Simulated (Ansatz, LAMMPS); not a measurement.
# Relaxing amorphous 89SiO2-11P2O5 (mol %) (96 atoms), part 4 of 4

Aim: bring amorphous 89SiO2-11P2O5 (mol %) (96 atoms) to a nearby minimum of the energy and see what moves.

Ansatz 0.2.0; Kohn-Sham DFT, PBE, PAW (set soft_2), plane waves.

The cell: 25 Si, 6 P and 65 O. The quench rate of 50 K/ps is orders of magnitude faster than experiment. The network of bonds at the start is that of the classical potential that made the cell. Only the Γ point is sampled in the main run, in a cell whose shortest periodic width is 11 Å.

So far. Step 4 (Cell and atoms relaxed): The relaxation changed the energy by -70.1 meV/atom, and atoms moved by 0.21 Å r.m.s., 0.44 Å at most. Step 7 (K-mesh 2×2×2): Forces differ from those of the single point at the relaxed geometry by 1.5 meV/Å r.m.s.; the energy by -0.24 meV/atom. It took 1.7 min and 9 cycles; the reference's time can't be set against it, since the two runs asked for unlike analyses.

### 8. Functional HSE06

HSE06 mixes in a quarter of exact exchange at short range, which counters self-interaction, at a higher cost.

This step: Kohn-Sham DFT, HSE06, PAW (set soft_2), plane waves (Ansatz 0.2.0).

Input file input.yaml:

```yaml
crystal:
  lattice:
    - [11.08019, -0.11601, 0.04703]
    - [-0.11601, 10.69727, 0.08409]
    - [0.04703, 0.08409, 11.61079]
  atoms:
    [... the 96 atom lines of step 6 ...]
kpoints:
  mp_grid: { grid: [1, 1, 1] }
hamiltonian:
  xc: hse06
scf:
  occupations: { method: fermi_dirac, width: 0.025 }
output:
  forces: true
  stress: true
  populations: true
  dos:
    method: { smearing: { sigma: 0.08 } }
    de: 0.05
    projected: { site_lists: { O: [O], P: [P], Si: [Si] } }
  eigenvalues: true
```

Launch:

```sh
$ ansatz run input.yaml --threads 4 --pin off --max-ram 8192MiB --backend cpu --events-out ev --progress --plain --runs-dir out
```

Numbers of over 12 decimals in the logs are rounded to 6 here.

The log of the run:

```text
Warning: output.stress: scf.convergence.dr2_threshold = 1e-7 eV (the SCF's general default) is looser than the 1.6e-9 eV advised for a printed stress (1e-10 eV for each atom of the cell: 96, of which 16 are counted). What an SCF threshold leaves in a stress goes as its square root, and in the free energy as the threshold itself, and one threshold admits the most on a small cell: [...]
Warning: output.stress: scf.exx.energy_threshold = 1e-6 eV is looser than the 1.6e-7 eV advised for a stress under a hybrid functional (1e-8 eV for each atom of the cell: 96, of which 16 are counted). Every SCF of the exchange loop can meet its threshold on dr2 while the loop round them stops early: [...]
exact exchange: scf.exx.singularity resolves to wigner_seitz, which cuts the screened interaction at the faces of the exchange supercell's Wigner-Seitz cell, so that each pair interacts once, at the shortest of its separations (the periodic images that this leaves out come, [...]
[...]
Crystal: 96 atoms, lattice volume = 1375.942 Å³
Basis set: ecut = 420 eV, 26903 PW (Γ), exchange–correlation on 150×144×160 points (8 copies of the dense FFT grid, shifted against one another)
Bands: 356, of which v1, the nominal top of the filled ones, is band 260 counted from 1 (259 counted from 0)
Symmetry: 1 space group operations
[...]
k-points: 1
[...]
SCF iter   1: F=—  HF=-57398.556382 eV  |F-HF|=—  |Δ(HF+E_count)|=         —  Δρ=2.15e-3  dr2=6.39e-2  ethr=1.77e-3  ⟨swp⟩=13.0  Hψ=2132  notcnv=0
[...]
SCF iter   4: F=-57398.581792 eV  HF=-57398.581826 eV  |F-HF|=3.35e-5  |Δ(HF+E_count)|=   2.86e-3  Δρ=2.64e-4  dr2=6.43e-4  ethr=4.02e-7  ⟨swp⟩=5.0  Hψ=833  notcnv=0
SCF 1 stopped early in 4 iterations: F = -57398.581792 eV  dr2 = 6.43e-4
[...]
Exchange kernel: α = 0.2500, screened, ω = 0.2079 Å⁻¹, Wigner–Seitz truncation, v(0) = 951.8275 eV·Å³, q-mesh 1×1×1, nearest image of the exchange supercell L = 10.70 Å, pair-density grid 54×54×60, without the augmentation charges, whose exchange is taken in its separable form (sized by the pseudopotential files, [...]
Frozen-core exchange: fock
SCF iter   1: F=—  HF=-57407.410166 eV  |F-HF|=—  |Δ(HF+E_count)|=         —  Δρ=6.98e-3  dr2=5.64e-1  ethr=1.24e-6  ⟨swp⟩=16.0  Hψ=2019  notcnv=0
[...]
SCF iter   7: F=-57407.375964 eV  HF=-57407.375971 eV  |F-HF|=6.80e-6  |Δ(HF+E_count)|=   1.17e-4  Δρ=3.61e-5  dr2=1.70e-5  ethr=2.64e-9  ⟨swp⟩=6.0  Hψ=1459  notcnv=0
SCF 2 stopped early in 7 iterations: F = -57407.375964 eV  dr2 = 1.70e-5
  Residual-converged pass: ⟨swp⟩=4.0  Hψ=956  notcnv=0  max |occ|·‖R‖ = 5.3e-6 eV (tolerance 6.7e-6 eV)  dr2=1.66e-5  dr2_onsite=7.70e-7  max |Δocc| = 0.0e0
[...]
hybrid outer 1: dexx = +1.937e-1 eV, tail = 2.07e-4 eV
[...]
Frozen-core exchange: fock
SCF iter   1: F=—  HF=-57407.373412 eV  |F-HF|=—  |Δ(HF+E_count)|=         —  Δρ=3.10e-5  dr2=8.37e-6  ethr=1.99e-7  ⟨swp⟩=16.0  Hψ=1153  notcnv=0
[...]
SCF iter   5: F=-57407.373415 eV  HF=-57407.373415 eV  |F-HF|=1.56e-9  |Δ(HF+E_count)|=  2.26e-10  Δρ=5.61e-7  dr2=5.12e-9  ethr=2.49e-12  ⟨swp⟩=7.0  Hψ=863  notcnv=0  defer=1
SCF 3 converged in 5 iterations: F = -57407.373415 eV  dr2 = 5.12e-9
[...]
hybrid outer 2: dexx = +3.120e-6 eV, tail = 4.03e-8 eV, Δε = 9.84e-4 eV (about 1.42e-5 eV left of the loop's levels), ΔF = 8.73e-3 eV/Å (tail 6.09e-4)
hybrid SCF converged: 2 outer / 12 inner (+4 warm-up), last move |dexx| = 3.12e-6 eV, tail = 4.03e-8 eV
Stability not checked: this state was not tested for a lower state beside it, because the functional holds exact exchange (a hybrid, or Hartree-Fock), whose exchange loop this test does not read (fock_operator; see scf.lower_state_search)
Free energy (F): -57407.373415 eV
Frozen-core exchange: fock
[...]
Internal energy: -57407.373415 eV  (E = F + TS)
E sigma→0 (E₀):  -57407.373415 eV
Fermi energy:    4.191745 eV
[...]
Σ components = -57407.373415   (vs F -57407.373415, Δ=0.00e0)
--- Forces (eV/Å), atoms counted from 1 ---
  atom   1  Si    -0.00021901    -0.02951245    -0.03227033
  atom   2  Si     0.02379594     0.03257361     0.01030046
  atom   3  Si    -0.02993243    -0.00543497     0.05550590
  atom   4  Si     0.00172781     0.01939603     0.00962834
[...]
atom  96  O     -0.15542644    -0.01662122     0.71812187
  max |Σ_I F_I| component: 2.76e-4 eV/Å
--- Stress (GPa, compression-positive) ---
       -5.089850       0.006734      -0.052450
        0.006732      -5.000129      -0.051510
       -0.052447      -0.051512      -5.122333
  P = ⅓ Tr σ = -5.0708 GPa (-50.708 kbar)
--- Band table (eV) ---
[...]
--- Löwdin populations: 96 sites ---
  site symbol       q [e]
     0     Si      2.1469
     1     Si      2.1383
     2     Si      2.1244
[...]
95      O      6.7772
  spilling = 0.015085 (of n_electrons = 520.000000)
```

Run time: 2.8 min. Hardware: 4 threads of Intel Xeon Platinum 8488C (Sapphire Rapids), shared host; peak memory 4.2 GiB.

The program notes that the exchange threshold is loose for the stress and the SCF threshold is loose for the stress.

Geometry and reference: those of the single point at the relaxed geometry.

Forces differ from those of the single point at the relaxed geometry by 249 meV/Å r.m.s.; the pressure by -5.1 GPa and the gap by +1.8 eV. It took 2.8 min and 16 cycles; the reference's time can't be set against it, since the two runs asked for unlike analyses.

The run gave:

| Item | Value |
| --- | --- |
| free energy | -57407.3734 eV |
| free energy per atom | -597.9935 eV/atom |
| SCF cycles | 16 |
| pressure | -5.071 GPa |
| r.m.s. force component | 0.2488 eV/Å |
| longest force | 1.15 eV/Å |
| Fermi energy | 4.192 eV |
| gap (highest filled to lowest empty level) | 6.089 eV |
| spilling of the projection | 0.01508 |

Length of the force by element and coordination:

| element | coordination | atoms | mean length of the force (eV/Å) | spread | least | most |
| --- | --- | --- | --- | --- | --- | --- |
| O | all | 65 | 0.462 | 0.242 | 0.0411 | 1.15 |
| O | 1 | 5 | 1.08 | 0.0465 | 1.00 | 1.15 |
| O | 2 | 60 | 0.411 | 0.17 | 0.0411 | 0.755 |
| P | all | 6 | 0.0682 | 0.0246 | 0.0361 | 0.104 |
| Si | all | 25 | 0.0636 | 0.0206 | 0.0161 | 0.0967 |
| Si | 4 | 24 | 0.0624 | 0.0202 | 0.0161 | 0.0967 |
| Si | 5 | 1 | 0.0918 | 0 | 0.0918 | 0.0918 |

Löwdin charges by element and coordination (they lack the spilled electrons, 0.082 e an atom on average):

```csv
element,coordination,atoms,mean charge (e),spread,least,most
O,all,65,-0.804,0.0191,-0.846,-0.739
O,1,5,-0.825,0.014,-0.846,-0.805
O,2,60,-0.802,0.0184,-0.841,-0.739
P,all,6,2.26,0.0357,2.23,2.34
Si,all,25,1.86,0.0143,1.81,1.88
Si,4,24,1.86,0.0098,1.84,1.88
Si,5,1,1.81,0,1.81,1.81
```

States in the cell by windows of 1 eV, zero at the Fermi level; the larger projections on atomic orbitals stand beside the total:

| from (eV) | to (eV) | total | O p | Si p |
| --- | --- | --- | --- | --- |
| -18 | -16 | 0.0 | 0.0 | 0.0 |
| -16 | -15 | 2.0 | 1.2 | 0.1 |
| -15 | -14 | 4.2 | 2.7 | 0.1 |
| -14 | -13 | 15.7 | 10.3 | 0.6 |
| -13 | -12 | 14.3 | 9.8 | 0.9 |
| -12 | -11 | 16.9 | 12.0 | 1.5 |
| -11 | -10 | 29.2 | 21.7 | 4.2 |
| -10 | -9 | 35.8 | 27.8 | 6.5 |
| -9 | -8 | 19.5 | 15.3 | 1.2 |
| -8 | -7 | 48.4 | 41.7 | 2.8 |
| -7 | -6 | 70.3 | 64.6 | 2.3 |
| -6 | -5 | 76.5 | 72.2 | 1.3 |
| -5 | -4 | 34.9 | 33.7 | 0.3 |
| -4 | -3 | 22.1 | 21.0 | 0.1 |
| -3 | -2 | 0.4 | 0.3 | 0.0 |
| -2 | 2 | 0.0 | 0.0 | 0.0 |
| 2 | 3 | 0.5 | 0.0 | 0.0 |
| 3 | 4 | 1.5 | 0.1 | 0.0 |
| 4 | 5 | 9.9 | 0.8 | 2.4 |

Between -26 and -18 eV lie 122 more states.

The levels nearest the highest filled one (over half full), pooled over k-points and spins:

```
level less the highest filled one (eV)  occupation
                                -0.654           2
                                -0.645           2
                                -0.600           2
                                -0.504           2
                                -0.196           2
                                     0           2
                                  6.09           0
                                  7.49           0
                                  7.62           0
                                  7.81           0
                                  7.90           0
                                  8.00           0
```

### 9. Functional r2SCAN (500 eV)

The meta-GGA r2SCAN uses the kinetic energy density as well as the density and its gradient. Besides, the cutoff goes from 420 to 500 eV.

This step: Kohn-Sham DFT, r2SCAN, PAW (set soft_2), plane waves (Ansatz 0.2.0).

input.yaml, as its differences from that of step 8:

```diff
@@ -10,3 +10,3 @@
 hamiltonian:
-  xc: hse06
+  xc: r2scan
 scf:
```

The log of the run:

```text
[...]
Crystal: 96 atoms, lattice volume = 1375.942 Å³
Basis set: ecut = 500 eV, 34927 PW (Γ), exchange–correlation on 324×320×360 points (64 copies of the dense FFT grid, shifted against one another)
Bands: 356, of which v1, the nominal top of the filled ones, is band 260 counted from 1 (259 counted from 0)
Symmetry: 1 space group operations
[...]
k-points: 1
[...]
SCF iter   1: F=—  HF=-57585.433244 eV  |F-HF|=—  |Δ(HF+E_count)|=         —  Δρ=7.50e-3  dr2=8.21e-1  dr2_τ=8.35e0  ethr=1.77e-3  ⟨swp⟩=7.0  Hψ=1869  notcnv=0  defer=63
[...]
SCF iter   9: F=—  HF=-57587.830308 eV  |F-HF|=—  |Δ(HF+E_count)|=   9.40e-7  Δρ=2.75e-6  dr2=1.13e-7  dr2_τ=1.29e-8  ethr=1.97e-10  ⟨swp⟩=2.0  Hψ=523  notcnv=0  defer=89
SCF iter  10: F=-57587.830308 eV  HF=-57587.830308 eV  |F-HF|=3.55e-8  |Δ(HF+E_count)|=   1.65e-7  Δρ=1.31e-6  dr2=2.45e-8  dr2_τ=3.02e-9  ethr=1.92e-11  ⟨swp⟩=18.0  Hψ=2438  notcnv=0
SCF 1 converged in 10 iterations: F = -57587.830308 eV  dr2 = 2.45e-8
[...]
SCF converged after 10 iterations
Free energy (F): -57587.830308 eV
[...]
Internal energy: -57587.830308 eV  (E = F + TS)
E sigma→0 (E₀):  -57587.830308 eV
Fermi energy:    4.484579 eV
[...]
Σ components = -57587.830308   (vs F -57587.830308, Δ=0.00e0)
--- Forces (eV/Å), atoms counted from 1 ---
  atom   1  Si     0.00129031    -0.03237001    -0.04047243
  atom   2  Si     0.03258933     0.01588125    -0.00194799
  atom   3  Si    -0.00296809    -0.01346006     0.04914586
  atom   4  Si     0.00338904     0.03111807     0.01830766
[...]
atom  96  O     -0.14100074    -0.04900804     0.57421046
  max |Σ_I F_I| component: 3.81e-5 eV/Å
--- Stress (GPa, compression-positive) ---
       -4.886902       0.016322      -0.024370
        0.016320      -4.819862      -0.044599
       -0.024370      -0.044599      -4.904678
  P = ⅓ Tr σ = -4.8705 GPa (-48.705 kbar)
--- Band table (eV) ---
[...]
--- Löwdin populations: 96 sites ---
  site symbol       q [e]
     0     Si      2.1423
     1     Si      2.1347
     2     Si      2.1207
[...]
95      O      6.7820
  spilling = 0.014857 (of n_electrons = 520.000000)
```

It took 32 s on 4 threads; peak memory 3.7 GiB.

Geometry and reference: those of the single point at the relaxed geometry.

Forces differ from those of the single point at the relaxed geometry by 192 meV/Å r.m.s.; the pressure by -4.9 GPa and the gap by +0.66 eV. It took 32 s and 10 cycles; the reference's time can't be set against it, since the two runs asked for unlike analyses.

### 10. Functional PBEsol

PBEsol restores the gradient expansion of exchange for slowly varying densities and usually gives shorter bonds in solids than PBE.

This step: Kohn-Sham DFT, PBEsol, PAW (set soft_2), plane waves (Ansatz 0.2.0).

input.yaml, as its differences from that of step 9:

```diff
@@ -10,3 +10,3 @@
 hamiltonian:
-  xc: r2scan
+  xc: pbesol
 scf:
```

The log of the run:

```text
[...]
Crystal: 96 atoms, lattice volume = 1375.942 Å³
Basis set: ecut = 420 eV, 26903 PW (Γ), exchange–correlation on 150×144×160 points (8 copies of the dense FFT grid, shifted against one another)
Bands: 356, of which v1, the nominal top of the filled ones, is band 260 counted from 1 (259 counted from 0)
Symmetry: 1 space group operations
[...]
k-points: 1
[...]
SCF iter   1: F=—  HF=-56520.323258 eV  |F-HF|=—  |Δ(HF+E_count)|=         —  Δρ=1.13e-2  dr2=1.34e0  ethr=1.77e-3  ⟨swp⟩=7.0  Hψ=1873  notcnv=0  defer=61
[...]
SCF iter   9: F=—  HF=-56519.954747 eV  |F-HF|=—  |Δ(HF+E_count)|=   3.37e-7  Δρ=4.08e-6  dr2=2.00e-7  ethr=1.92e-11  ⟨swp⟩=18.0  Hψ=2415  notcnv=0
SCF iter  10: F=-56519.954747 eV  HF=-56519.954747 eV  |F-HF|=7.81e-9  |Δ(HF+E_count)|=   4.00e-9  Δρ=1.10e-6  dr2=1.94e-8  ethr=1.92e-11  ⟨swp⟩=5.0  Hψ=1040  notcnv=0
SCF 1 converged in 10 iterations: F = -56519.954747 eV  dr2 = 1.94e-8
[...]
SCF converged after 10 iterations
Free energy (F): -56519.954747 eV
[...]
Internal energy: -56519.954747 eV  (E = F + TS)
E sigma→0 (E₀):  -56519.954747 eV
Fermi energy:    4.458821 eV
[...]
Σ components = -56519.954747   (vs F -56519.954747, Δ=0.00e0)
--- Forces (eV/Å), atoms counted from 1 ---
  atom   1  Si     0.07245859     0.00889133    -0.01242621
  atom   2  Si    -0.02175705     0.01838367    -0.03209583
  atom   3  Si     0.00893091    -0.04159013    -0.01724110
  atom   4  Si     0.01422397     0.01632470    -0.00897448
[...]
atom  96  O     -0.06964967    -0.02395058     0.20335550
  max |Σ_I F_I| component: 3.42e-5 eV/Å
--- Stress (GPa, compression-positive) ---
       -2.463529       0.024706       0.022224
        0.024705      -2.556930      -0.003636
        0.022225      -0.003637      -2.425904
  P = ⅓ Tr σ = -2.4821 GPa (-24.821 kbar)
--- Band table (eV) ---
[...]
--- Löwdin populations: 96 sites ---
  site symbol       q [e]
     0     Si      2.2356
     1     Si      2.2275
     2     Si      2.2136
[...]
95      O      6.7394
  spilling = 0.015111 (of n_electrons = 520.000000)
```

Elapsed: 13 s, on 4 threads; peak memory 1.7 GiB.

Geometry and reference: those of the single point at the relaxed geometry.

Forces differ from those of the single point at the relaxed geometry by 70 meV/Å r.m.s.; the pressure by -2.5 GPa and the gap by -0.032 eV.

### 11. Cost against change

Differences are against the single point at the relaxed geometry (Kohn-Sham DFT, PBE, PAW (set soft_2), plane waves), whose r.m.s. force component is 0.00616 eV/Å. Energies are set beside the reference only for runs with its functional, potentials and electron count. Times are for 4 threads of Intel Xeon Platinum 8488C (Sapphire Rapids), shared host. The reference's time includes grids, which some other runs skip.

```csv
run,"Δ force, r.m.s. (meV/Å)",Δ energy (meV/atom),Δ pressure (GPa),Δ gap (eV),cycles,time,host memory (GiB)
reference,-,-,-,-,9,12 s,1.7
k-mesh 2×2×2,1.52,-0.236,0.0023,0.001,9,1.7 min,6.3
functional HSE06,249,-,-5.07,1.78,16,2.8 min,4.2
functional r2SCAN (500 eV),192,-,-4.87,0.658,10,32 s,3.7
functional PBEsol,70.3,-,-2.48,-0.032,10,13 s,1.7
```

### 12. Outcome

* energy change in the relaxation: -70.07 meV/atom
* r.m.s. displacement: 0.209 Å
* largest displacement: 0.439 Å
* free energy per atom: -597.9012 eV/atom
* pressure: 0.001297 GPa
* r.m.s. force component: 0.00616 eV/Å
* gap (highest filled to lowest empty level): 4.311 eV
* wall time of the 7 DFT runs: 7.7 min

What this shows: Relaxation lowers the energy by 70.1 meV/atom and moves atoms by 0.21 Å r.m.s.; the r.m.s. force component goes from 1.0 to 0.0062 eV/Å. Displacements are taken in the final cell, so they leave out its strain. By the final cutoffs 0 of 124 bonded pairs parted and 1 joined. The cell shrank by 3.7 % in volume. From the first step to the last the energy fell by 6.727 eV, across changes of basis, and the largest move was 0.44 Å (O88). The O-P bonds change most in mean length: from 1.528 Å (spread 0.024) to 1.554 Å (spread 0.049). Counting bonds as in the table, 92 % of O atoms have 2, all P atoms have 4 and 96 % of Si atoms have 4 bonded neighbours. 92 % of the oxygens bridge two formers (Si and P) and 8 % are non-bridging. Between filled and empty levels lie 4.31 eV (at Γ alone); a semilocal functional tends to put such gaps too low. In a disordered cell it changes from sample to sample, and tail or defect levels can set it.

Among the changes of functional, dispersion, potentials or spin set against this reference, functional HSE06 moves the forces most, by 249 meV/Å r.m.s. The gap changes by +1.78 eV with HSE06.

**Limits.** The network of bonds at the start is that of the classical potential that made the cell; in DFT 0 of its 124 bonded pairs passed out of the cutoffs and 1 came within them.

[Logs are printed without paths, hosts, clocks, repeated set-up lines and the standing remarks that a program may print on its own settings, such as how far it seeks lower states.]

[Hosts, paths, dates, database ids (printed as entryN), source tags and the programs' standing remarks are cut or masked in the printed files.]
